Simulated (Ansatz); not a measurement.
**How many bands does the GW gap of Rb2LiVO4 (Cmc2_1) need?**

How do accuracy and time trade against each other in G0W0 on Rb2LiVO4 (Cmc2_1)?

Method: G0W0 on r2SCAN, plane waves, PAW; PAW set soft_1, in Ansatz 0.2.0.

### 1. Set-up

Symmetry: Cmc2_1, No. 36, orthorhombic system. Conventional cell: a = 5.879 Å, b = 11.701 Å, c = 7.933 Å, α = 90.00°, β = 90.00°, γ = 90.00°. Rb has 10 O at 2.88 to 3.57 Å and 3 Li at 3.18 to 3.60 Å and 1 V at 3.49 Å nearest. Nearest to Rb lie 8 O at 2.89 to 3.24 Å and 1 Li at 3.11 Å. Li has 4 O at 1.89 to 2.06 Å nearest. Nearest to V lie 4 O at 1.71 to 1.72 Å. Nearest to O lie 1 V at 1.72 Å and 1 Li at 1.89 Å and 5 Rb at 3.02 to 3.57 Å. Nearest to O lie 1 V at 1.71 Å and 1 Li at 2.06 Å and 4 Rb at 2.88 to 3.06 Å. Farther neighbours and most contacts between anions are not listed.

Structure file:

```cif
data_structure
_symmetry_space_group_name_H-M 'P 1'
_symmetry_Int_Tables_number 1
_cell_length_a 6.5474
_cell_length_b 6.5474
_cell_length_c 7.9330
_cell_angle_alpha 90.000
_cell_angle_beta 90.000
_cell_angle_gamma 126.647
_cell_volume 272.86
loop_
_atom_site_label
_atom_site_type_symbol
_atom_site_fract_x
_atom_site_fract_y
_atom_site_fract_z
_atom_site_occupancy
Rb1 Rb 0.60500 0.39500 0.94880 1
Rb2 Rb 0.39500 0.60500 0.44880 1
Rb3 Rb 0.06170 0.93830 0.59320 1
Rb4 Rb 0.93830 0.06170 0.09320 1
Li5 Li 0.19890 0.80110 0.17160 1
Li6 Li 0.80110 0.19890 0.67160 1
V7 V 0.69050 0.30950 0.38940 1
V8 V 0.30950 0.69050 0.88940 1
O9 O 0.40870 0.11910 0.28170 1
O10 O 0.59130 0.88090 0.78170 1
O11 O 0.88090 0.59130 0.28170 1
O12 O 0.11910 0.40870 0.78170 1
O13 O 0.63400 0.36600 0.58870 1
O14 O 0.36600 0.63400 0.08870 1
O15 O 0.83500 0.16500 0.42360 1
O16 O 0.16500 0.83500 0.92360 1
```

The cell and positions come from the Crystallography Open Database and are kept as given unless a step says otherwise.

### 2. 150 empty bands, screening to 39 eV

Now the one-shot GW correction: screening in the RPA, then the self-energy of the levels asked for. This step takes PAW set soft_1 files.

Input file input.yaml:

```yaml
crystal:
  lattice:
    - [2.9395, -5.8505, 0.0]
    - [2.9395, 5.8505, 0.0]
    - [0.0, 0.0, 7.933]
  atoms:
    - { symbol: Rb, position: [0.605, 0.395, 0.9488] }
    - { symbol: Rb, position: [0.395, 0.605, 0.4488] }
    - { symbol: Rb, position: [0.0617, 0.9383, 0.5932] }
    - { symbol: Rb, position: [0.9383, 0.0617, 0.0932] }
    - { symbol: Li, position: [0.1989, 0.8011, 0.1716] }
    - { symbol: Li, position: [0.8011, 0.1989, 0.6716] }
    - { symbol: V, position: [0.6905, 0.3095, 0.3894] }
    - { symbol: V, position: [0.3095, 0.6905, 0.8894] }
    - { symbol: O, position: [0.4087, 0.1191, 0.2817] }
    - { symbol: O, position: [0.5913, 0.8809, 0.7817] }
    - { symbol: O, position: [0.8809, 0.5913, 0.2817] }
    - { symbol: O, position: [0.1191, 0.4087, 0.7817] }
    - { symbol: O, position: [0.634, 0.366, 0.5887] }
    - { symbol: O, position: [0.366, 0.634, 0.0887] }
    - { symbol: O, position: [0.835, 0.165, 0.4236] }
    - { symbol: O, position: [0.165, 0.835, 0.9236] }
kpoints:
  mp_grid: { grid: [4, 4, 2] }
hamiltonian:
  xc: r2scan
  pseudopotentials: { kind: paw, azcp: { folder: soft_1 } }
scf:
  occupations: { method: fixed }
gw:
  n_empty_bands: 150
  ecut_chi: 39
  qp_bands: [v4, c4]
  qp_kpoints: band_edges
  screening: { model: contour_deformation }
```

Started as:

```sh
$ ansatz run input.yaml --threads 24 --pin off --max-ram 82944MiB --backend cuda --events-out ev --progress --plain --runs-dir out --devices 1 --max-vram 78GiB
```

Numbers of over 12 decimals in the logs are rounded to 6 here.

Output:

```text
GPUs: using 1 of 1 available (devices: 1).
Engine: ansatz 0.2.0, aarch64-unknown-linux-gnu
Pseudopotentials: kind: paw
Pseudopotential: Rb, paw, valence charge 9, recommended cutoff 500 eV (meta_gga), soft_1/Rb.paw.azcp
Pseudopotential: Li, paw, valence charge 3, recommended cutoff 500 eV (meta_gga), soft_1/Li.paw.azcp
Pseudopotential: V, paw, valence charge 13, recommended cutoff 500 eV (meta_gga), soft_1/V.paw.azcp
Pseudopotential: O, paw, valence charge 6, recommended cutoff 500 eV (meta_gga), soft_1/O.paw.azcp
Functional definition: r2SCAN
  parameter k0 = 0.174
  parameter k1 = 0.065
  parameter a1 = 4.9479
  exchange = r2scan_x(k0 = k0, k1 = k1, a1 = a1)
  correlation = r2scan_c
[...]
Crystal: 16 atoms, lattice volume = 272.856 Å³
Basis set: ecut = 500 eV, 6919 PW (Γ), exchange–correlation on 192×192×240 points (64 copies of the dense FFT grid, shifted against one another)
Bands: 74, of which v1, the nominal top of the filled ones, is band 58 counted from 1 (57 counted from 0)
Symmetry: 4 space group operations
Space group: Cmc21 (ITA 36), of the structure as read, at distance tolerance 6.5e-5 Å
k-points: 14 of 32
Non-local potential: Rb, projectors of the file, l = 0: 3, l = 1: 2, l = 2: 2
Non-local potential: Li, projectors of the file, l = 0: 3, l = 1: 2, l = 2: 1
Non-local potential: V, projectors of the file, l = 0: 3, l = 1: 2, l = 2: 3, l = 3: 1
Non-local potential: O, projectors of the file, l = 0: 2, l = 1: 2, l = 2: 1
PAW form: soft (Blöchl's): semilocal exchange-correlation on the pseudo side does not see the compensation charge
PAW frozen core: Rb, regenerated for the run's functional (the file was generated under x = pbe(κ = 0.804, μ = 0.219515), c = pbe(β = 0.066725))
PAW frozen core: V, regenerated for the run's functional (the file was generated under x = pbe(κ = 0.804, μ = 0.219515), c = pbe(β = 0.066725))
PAW frozen core: O, regenerated for the run's functional (the file was generated under x = pbe(κ = 0.804, μ = 0.219515), c = pbe(β = 0.066725))
PAW one-centre angular grid: Rb, 302 points (default); XC on 160 Gauss nodes
PAW one-centre angular grid: Li, 302 points (default); XC on 295 of its mesh's 2161 points in the sphere
PAW one-centre angular grid: V, 590 points (default); XC on 160 Gauss nodes
PAW one-centre angular grid: O, 302 points (default); XC on 160 Gauss nodes
Initial density: superposition of atomic densities (chi_scale 0.1, normalization cell, long waves kept (reshape's long-wave potential 0.04 eV rms))
Initial wavefunctions: pseudopotential atomic-orbital guess
[...]
Functional: x = r2scan, c = r2scan; τ floored in thin density (d = 2e-4 eV/Å³)
SCF iter   1: F=—  HF=-23923.188758 eV  |F-HF|=—  |Δ(HF+E_count)|=         —  Δρ=4.32e-2  dr2=4.71e0  dr2_τ=5.54e-1  ethr=3.10e-3  ⟨swp⟩=5.0  Hψ=3180  notcnv=0  defer=175
preconditioner: auto → Resta (q_TF=auto, 2.366 Å⁻¹)  ε∞=3.7  [insulator: Δε(μ)=4.232 eV  Ē_g=12.930 eV  n_scr=58 (ndim 8)  ℏωp=21.1 eV  f_vac=0.000  ε∞_Penn≈3.7]
SCF iter   2: F=—  HF=-23923.155329 eV  |F-HF|=—  |Δ(HF+E_count)|=   3.34e-2  Δρ=2.29e-2  dr2=1.48e0  dr2_τ=6.62e-2  ethr=3.10e-3  ⟨swp⟩=2.0  Hψ=1678  notcnv=0  defer=168
SCF iter   3: F=—  HF=-23923.325562 eV  |F-HF|=—  |Δ(HF+E_count)|=   1.70e-1  Δρ=1.10e-2  dr2=4.08e-1  dr2_τ=2.18e-2  ethr=1.28e-3  ⟨swp⟩=2.0  Hψ=1596  notcnv=0  defer=168
SCF iter   4: F=—  HF=-23923.328796 eV  |F-HF|=—  |Δ(HF+E_count)|=   3.23e-3  Δρ=1.06e-2  dr2=3.30e-1  dr2_τ=2.12e-2  ethr=3.52e-4  ⟨swp⟩=3.0  Hψ=1706  notcnv=0  defer=192
SCF iter   5: F=—  HF=-23923.295018 eV  |F-HF|=—  |Δ(HF+E_count)|=   3.38e-2  Δρ=2.99e-3  dr2=2.53e-2  dr2_τ=1.42e-3  ethr=2.84e-4  ⟨swp⟩=2.0  Hψ=1257  notcnv=0  defer=171
SCF iter   6: F=—  HF=-23923.295593 eV  |F-HF|=—  |Δ(HF+E_count)|=   5.75e-4  Δρ=1.48e-3  dr2=6.97e-3  dr2_τ=5.51e-4  ethr=2.19e-5  ⟨swp⟩=2.3  Hψ=1504  notcnv=0  defer=195
[...]
SCF iter   8: F=—  HF=-23923.295570 eV  |F-HF|=—  |Δ(HF+E_count)|=   2.05e-4  Δρ=6.99e-5  dr2=1.43e-5  dr2_τ=8.06e-7  ethr=3.59e-7  ⟨swp⟩=2.0  Hψ=1392  notcnv=0  defer=168
[...]
SCF 1 converged in 10 iterations: F = -23923.295577 eV  dr2 = 5.74e-8
[...]
SCF converged after 10 iterations
[...]
7    55      3.3214   -24.7240     4.2970   -19.9387  0.7707     2.8297     2.8331  root
     7    56      3.3214   -24.7240     4.2970   -19.9387  0.7707     2.8297     2.8331  root
     7    57      3.3900   -24.8676     4.2746   -20.1197  0.7717     2.9136     2.9167  root
     7    58      3.3900   -24.8676     4.2746   -20.1197  0.7717     2.9136     2.9167  root
     7    59      8.1358   -15.9775    -4.8519   -23.5904  0.7740    11.0090    10.8968  root ?
     7    60      8.1358   -15.9775    -4.8519   -23.5904  0.7740    11.0090    10.8968  root ?
     7    61      8.2956   -16.2779    -4.8472   -23.9188  0.7724    11.2073    11.0893  root ?
     7    62      8.2956   -16.2779    -4.8472   -23.9188  0.7724    11.2073    11.0893  root ?
     8    55      3.3552   -24.7479     4.2736   -19.9890  0.7717     2.8666     2.8699  root
     8    56      3.3717   -24.7415     4.2643   -19.9930  0.7718     2.8842     2.8875  root
     8    57      3.4704   -24.9553     4.2901   -20.1988  0.7721     3.0010     3.0040  root
     8    58      3.5502   -25.0156     4.2805   -20.2900  0.7718     3.1023     3.1050  root
     8    59      8.0722   -15.7092    -4.8419   -23.2886  0.7764    10.9175    10.8098  root ?
     8    60      8.1454   -15.9708    -4.8479   -23.5795  0.7743    11.0180    10.9061  root ?
     8    61      8.2582   -16.3322    -4.8437   -23.9748  0.7718    11.1753    11.0571  root ?
     8    62      8.3178   -16.4916    -4.8585   -24.1649  0.7709    11.2538    11.1327  root ?
     9    55      3.3671   -24.8013     4.2713   -20.0490  0.7718     2.8828     2.8860  root
     9    56      3.3671   -24.8013     4.2713   -20.0490  0.7718     2.8828     2.8860  root
     9    57      3.4524   -24.8168     4.2823   -20.0653  0.7712     2.9801     2.9832  root
     9    58      3.4524   -24.8168     4.2823   -20.0653  0.7712     2.9801     2.9832  root
     9    59      8.1742   -16.0888    -4.8536   -23.7157  0.7733    11.0616    10.9475  root ?
     9    60      8.1742   -16.0888    -4.8536   -23.7157  0.7733    11.0616    10.9475  root ?
     9    61      8.2462   -16.2728    -4.8549   -23.9230  0.7726    11.1587    11.0416  root ?
     9    62      8.2462   -16.2728    -4.8549   -23.9230  0.7726    11.1587    11.0416  root ?
    10    55      3.3961   -24.8763     4.2804   -20.1210  0.7718     2.9181     2.9212  root
    10    56      3.4355   -24.8826     4.2727   -20.1416  0.7718     2.9642     2.9673  root
    10    57      3.5389   -25.0011     4.2821   -20.2661  0.7718     3.0832     3.0860  root
    10    58      3.6451   -25.1380     4.2813   -20.4311  0.7718     3.2170     3.2195  root
    10    59      8.1006   -15.8320    -4.8147   -23.3987  0.7765    10.9612    10.8526  root ?
    10    60      8.1858   -16.2149    -4.8494   -23.8528  0.7723    11.0905    10.9743  root ?
    10    61      8.2298   -16.2522    -4.8563   -23.9001  0.7731    11.1375    11.0213  root ?
    10    62      8.2475   -16.5372    -4.8732   -24.2347  0.7698    11.1937    11.0717  root ?
    11    55      3.3481   -24.7247     4.2676   -19.9686  0.7713     2.8562     2.8596  root
    11    56      3.3481   -24.7247     4.2676   -19.9686  0.7713     2.8562     2.8596  root
    11    57      3.5917   -25.0019     4.2725   -20.2884  0.7722     3.1481     3.1507  root
    11    58      3.5917   -25.0019     4.2725   -20.2884  0.7722     3.1481     3.1507  root
    11    59      8.1758   -16.0559    -4.8412   -23.6710  0.7746    11.0625    10.9498  root ?
    11    60      8.1758   -16.0559    -4.8412   -23.6710  0.7746    11.0625    10.9498  root ?
    11    61      8.2360   -16.4828    -4.8724   -24.1725  0.7702    11.1741    11.0532  root ?
    11    62      8.2360   -16.4828    -4.8724   -24.1725  0.7702    11.1741    11.0532  root ?
    12    55      3.3882   -24.7622     4.2612   -20.0178  0.7720     2.9017     2.9050  root
    12    56      3.3900   -24.8592     4.2800   -20.1031  0.7718     2.9107     2.9139  root
    12    57      3.5287   -25.0015     4.2816   -20.2633  0.7720     3.0693     3.0722  root
    12    58      3.6649   -25.1825     4.2834   -20.4791  0.7719     3.2425     3.2449  root
    12    59      8.0920   -15.8444    -4.8291   -23.4285  0.7764    10.9559    10.8469  root ?
    12    60      8.2221   -16.3956    -4.8249   -24.0247  0.7711    11.1448    11.0263  root ?
    12    61      8.2285   -16.3819    -4.9090   -24.1052  0.7704    11.1636    11.0429  root ?
    12    62      8.2472   -16.2373    -4.8352   -23.8575  0.7735    11.1476    11.0321  root ?
    13    55      3.3476   -24.7240     4.2644   -19.9704  0.7716     2.8550     2.8584  root
    13    56      3.3476   -24.7240     4.2644   -19.9704  0.7716     2.8550     2.8584  root
    13    57      3.5703   -24.9458     4.2713   -20.2266  0.7721     3.1198     3.1225  root
    13    58      3.5703   -24.9458     4.2713   -20.2266  0.7721     3.1198     3.1225  root
    13    59      8.1808   -16.0806    -4.8384   -23.6930  0.7746    11.0677    10.9549  root ?
    13    60      8.1808   -16.0806    -4.8384   -23.6930  0.7746    11.0677    10.9549  root ?
    13    61      8.2467   -16.5188    -4.8824   -24.2242  0.7698    11.1916    11.0697  root ?
    13    62      8.2467   -16.5188    -4.8824   -24.2242  0.7698    11.1916    11.0697  root ?
```

The job ended after 8 s (1 × NVIDIA GB200 (shared by 2 runs) with 24 threads of Arm Neoverse V2, shared host; peak memory 2.2 GiB).

Numbers from this step:

- bands summed: 208
- RPA ε∞ on this mesh (eigenvalues): 2.525, 2.579, 2.615
- plane waves in the screening matrix: 147
- q-points in the mesh: 32
- G0W0 gap on the mesh: 7.487 eV
- k of the valence top: -0.5, -0.5, 0
- k of the conduction bottom: 0, -0.5, 0
- starting gap on the mesh: 4.354 eV
- Z at the valence top: 0.7719
- Z at the conduction bottom: 0.7777
- least direct G0W0 gap on the computed points: 7.602 eV

The gap on the mesh goes from 4.35 eV to 7.49 eV, a correction of +3.13 eV. The program marks an edge row as in doubt. Between the two edge states, bare exchange in place of the xc potential would open the gap by 12.25 eV, and correlation takes back 9.12 eV.

### 3. 426 empty bands, screening to 78 eV

Bands and screening cutoff are moved together, since each hides the error of the other.

input.yaml: that of step 2 with these lines changed.

```diff
@@ -30,4 +30,4 @@
 gw:
-  n_empty_bands: 150
-  ecut_chi: 39
+  n_empty_bands: 426
+  ecut_chi: 78
   qp_bands: [v4, c4]
```

Output:

```text
GPUs: using 1 of 1 available (devices: 1).
[...]
Crystal: 16 atoms, lattice volume = 272.856 Å³
Basis set: ecut = 500 eV, 6919 PW (Γ), exchange–correlation on 192×192×240 points (64 copies of the dense FFT grid, shifted against one another)
Bands: 74, of which v1, the nominal top of the filled ones, is band 58 counted from 1 (57 counted from 0)
Symmetry: 4 space group operations
[...]
k-points: 14 of 32
[...]
SCF iter   1: F=—  HF=-23923.188758 eV  |F-HF|=—  |Δ(HF+E_count)|=         —  Δρ=4.32e-2  dr2=4.71e0  dr2_τ=5.54e-1  ethr=3.10e-3  ⟨swp⟩=5.0  Hψ=3180  notcnv=0  defer=175
[...]
SCF iter   6: F=—  HF=-23923.295593 eV  |F-HF|=—  |Δ(HF+E_count)|=   5.75e-4  Δρ=1.48e-3  dr2=6.97e-3  dr2_τ=5.51e-4  ethr=2.19e-5  ⟨swp⟩=2.3  Hψ=1504  notcnv=0  defer=195
[...]
SCF iter   8: F=—  HF=-23923.295570 eV  |F-HF|=—  |Δ(HF+E_count)|=   2.05e-4  Δρ=6.99e-5  dr2=1.43e-5  dr2_τ=8.06e-7  ethr=3.59e-7  ⟨swp⟩=2.0  Hψ=1392  notcnv=0  defer=168
[...]
SCF 1 converged in 10 iterations: F = -23923.295577 eV  dr2 = 5.74e-8
[...]
SCF converged after 10 iterations
[...]
6    62      8.3639   -16.4656    -5.3556   -24.1278  0.7596    10.7476    10.6706  root
     7    55      3.3214   -24.7240     4.2130   -19.9387  0.7612     2.7444     2.7490  root
     7    56      3.3214   -24.7240     4.2130   -19.9387  0.7612     2.7444     2.7490  root
     7    57      3.3900   -24.8676     4.1925   -20.1197  0.7619     2.8304     2.8346  root
     7    58      3.3900   -24.8676     4.1925   -20.1197  0.7619     2.8304     2.8346  root
     7    59      8.1358   -15.9775    -5.3668   -23.5904  0.7630    10.4521    10.3819  root
     7    60      8.1358   -15.9775    -5.3668   -23.5904  0.7630    10.4521    10.3819  root
     7    61      8.2956   -16.2779    -5.3535   -23.9188  0.7616    10.6573    10.5831  root
[...]
13    59      8.1808   -16.0806    -5.3501   -23.6930  0.7641    10.5137    10.4432  root
    13    60      8.1808   -16.0806    -5.3501   -23.6930  0.7641    10.5137    10.4432  root
    13    61      8.2467   -16.5188    -5.3976   -24.2242  0.7583    10.6313    10.5545  root
    13    62      8.2467   -16.5188    -5.3976   -24.2242  0.7583    10.6313    10.5545  root
```

Elapsed: 14 s, on 1 × NVIDIA GB200 (shared by 2 runs) with 24 threads; peak memory 3.6 GiB.

Numbers from this step:

* bands summed: 484
* RPA ε∞ on this mesh (eigenvalues): 2.523, 2.577, 2.612
* plane waves in the screening matrix: 431
* q-points in the mesh: 32
* G0W0 gap on the mesh: 7.056 eV
* k of the valence top: -0.5, -0.5, 0
* k of the conduction bottom: 0, -0.5, 0
* starting gap on the mesh: 4.354 eV
* Z at the valence top: 0.7616
* Z at the conduction bottom: 0.7673
* least direct G0W0 gap on the computed points: 7.173 eV

Against the run with 4×4×2 mesh, 150 empty bands, screening to 39 eV, PAW set soft_1 files, the gap moves by −0.43 eV.

### 4. 918 empty bands, screening to 130 eV

input.yaml: that of step 3 with these lines changed.

```diff
@@ -30,4 +30,4 @@
 gw:
-  n_empty_bands: 426
-  ecut_chi: 78
+  n_empty_bands: 918
+  ecut_chi: 130.0
   qp_bands: [v4, c4]
```

Output:

```text
GPUs: using 1 of 1 available (devices: 1).
[...]
Crystal: 16 atoms, lattice volume = 272.856 Å³
Basis set: ecut = 500 eV, 6919 PW (Γ), exchange–correlation on 192×192×240 points (64 copies of the dense FFT grid, shifted against one another)
Bands: 74, of which v1, the nominal top of the filled ones, is band 58 counted from 1 (57 counted from 0)
Symmetry: 4 space group operations
[...]
k-points: 14 of 32
[...]
7    60      8.1358   -15.9775    -5.6819   -23.5904  0.7578    10.1172    10.0668  root
     7    61      8.2956   -16.2779    -5.6751   -23.9188  0.7565    10.3144    10.2615  root
[...]
13    59      8.1808   -16.0806    -5.6691   -23.6930  0.7590    10.1745    10.1242  root
    13    60      8.1808   -16.0806    -5.6691   -23.6930  0.7590    10.1745    10.1242  root
    13    61      8.2467   -16.5188    -5.7216   -24.2242  0.7528    10.2856    10.2305  root
    13    62      8.2467   -16.5188    -5.7216   -24.2242  0.7528    10.2856    10.2305  root
[key lines of the parts left out:]
SCF converged after 10 iterations
```

It took 44 s on 1 × NVIDIA GB200 (shared by 2 runs) with 24 threads; peak memory 6.3 GiB.

Numbers from this step:

- bands summed: 976
- RPA ε∞ on this mesh (eigenvalues): 2.516, 2.569, 2.604
- plane waves in the screening matrix: 909
- G0W0 gap on the mesh: 6.947 eV
- k of the valence top: -0.5, -0.5, 0
- k of the conduction bottom: 0, -0.5, 0
- starting gap on the mesh: 4.354 eV
- least direct G0W0 gap on the computed points: 7.056 eV

Against the run with 4×4×2 mesh, 426 empty bands, screening to 78 eV, PAW set soft_1 files, the gap moves by −0.11 eV.

### 5. Changing the k mesh: 2×2×2 mesh, 426 empty bands, screening to 78 eV, PAW set soft_1 files

A second mesh at equal bands and cutoff isolates the sampling error. Bands and cutoff differ from the step before, so it is read against an earlier run that matches them.

input.yaml: that of step 4 with these lines changed.

```diff
@@ -23,3 +23,3 @@
 kpoints:
-  mp_grid: { grid: [4, 4, 2] }
+  mp_grid: { grid: [2, 2, 2] }
 hamiltonian:
@@ -30,4 +30,4 @@
 gw:
-  n_empty_bands: 918
-  ecut_chi: 130.0
+  n_empty_bands: 426
+  ecut_chi: 78
   qp_bands: [v4, c4]
```

Output:

```text
GPUs: using 1 of 1 available (devices: 1).
[...]
Crystal: 16 atoms, lattice volume = 272.856 Å³
Basis set: ecut = 500 eV, 6919 PW (Γ), exchange–correlation on 192×192×240 points (64 copies of the dense FFT grid, shifted against one another)
Bands: 74, of which v1, the nominal top of the filled ones, is band 58 counted from 1 (57 counted from 0)
Symmetry: 4 space group operations
[...]
k-points: 6 of 8
[...]
0    61      8.1749   -16.1839    -5.3882   -23.8444  0.7610    10.5203    10.4472  root
     0    62      8.2410   -16.4995    -5.3755   -24.1821  0.7585    10.6248    10.5481  root
[...]
5    59      8.1811   -16.0566    -5.3732   -23.6928  0.7637    10.5151    10.4441  root
     5    60      8.1811   -16.0566    -5.3732   -23.6928  0.7637    10.5151    10.4441  root
     5    61      8.2471   -16.5046    -5.4102   -24.2243  0.7580    10.6339    10.5566  root
     5    62      8.2471   -16.5046    -5.4102   -24.2243  0.7580    10.6339    10.5566  root
[key lines of the parts left out:]
SCF converged after 11 iterations
```

It took 4.9 s on 1 × NVIDIA GB200 (shared by 2 runs) with 24 threads; peak memory 2.2 GiB.

This step gave:

- bands summed: 484
- RPA ε∞ on this mesh (eigenvalues): 2.523, 2.587, 2.613
- plane waves in the screening matrix: 431
- G0W0 gap on the mesh: 7.067 eV
- k of the valence top: -0.5, -0.5, 0
- k of the conduction bottom: 0, -0.5, 0
- starting gap on the mesh: 4.353 eV
- least direct G0W0 gap on the computed points: 7.182 eV

Against the run with 4×4×2 mesh, 426 empty bands, screening to 78 eV, PAW set soft_1 files, the gap moves by +0.011 eV.

[end of part 1 of 2]

[Paths, hosts, dates, memory and timing lines, banners, echoed tables and standing remarks are left out of the program output.]

[Logs are printed without paths, hosts, clocks, repeated set-up lines and the standing remarks that a program may print on its own settings, such as how far it seeks lower states.]

[Runs of the session that timed out or met a known fault of the program may be left out.]

[Cells called generated may have been cut or substituted from an entry of the Crystallography Open Database or the Materials Project.]

[Hosts, paths, dates, database ids (printed as entryN), source tags and the programs' standing remarks are cut or masked in the printed files.]
